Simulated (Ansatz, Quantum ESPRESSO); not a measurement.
# GaN, zinc blende or diamond type, strained in the (001) plane: the peak of the slowest decay at Γ at a withheld member of a series

How the rows were computed: Quantum ESPRESSO 7.5, PBE, GBRV ultrasoft. The cubic cell is relaxed first; each member is held at its strain in the plane while the axis along [001] relaxes. pwcond (ikind = 0) gives the complex bands along [001] at three points across. Fixed occupations. The series steps biaxial strain in the plane.

| biaxial strain in the plane | peak of the slowest decay at Γ (1/Å) |
| --- | --- |
| -4 % | 0.1540 |
| -3 % | 0.1470 |
| -2 % | 0.1380 |
| -1 % | 0.1300 |
| 2 % | 0.1050 |
| 3 % | 0.0980 |
| 4 % | 0.0900 |

**Question.** What is the peak of the slowest decay at Γ at 0 %?

**Fit.** The rows at -1 % and 2 % give a slope of (0.1050 − (0.1300))/(2 − (−1)) = −0.008333, so a straight line gives 0.1217 1/Å. A parabola through these and the row at -2 % gives 0.1218 1/Å.

**Check.** 0.1220 1/Å. The line misses by −0.0003 and the parabola by −0.0002 1/Å. Both misses are under 5 % of the step from the nearer row.

Caveats: Atoms keep their symmetric sites, so polar or tilted distortions are left out; semilocal gaps and decay constants are too small; no spin-orbit coupling; three points across. Members without a usable value, or on the other side of zero field or charge, are not listed.
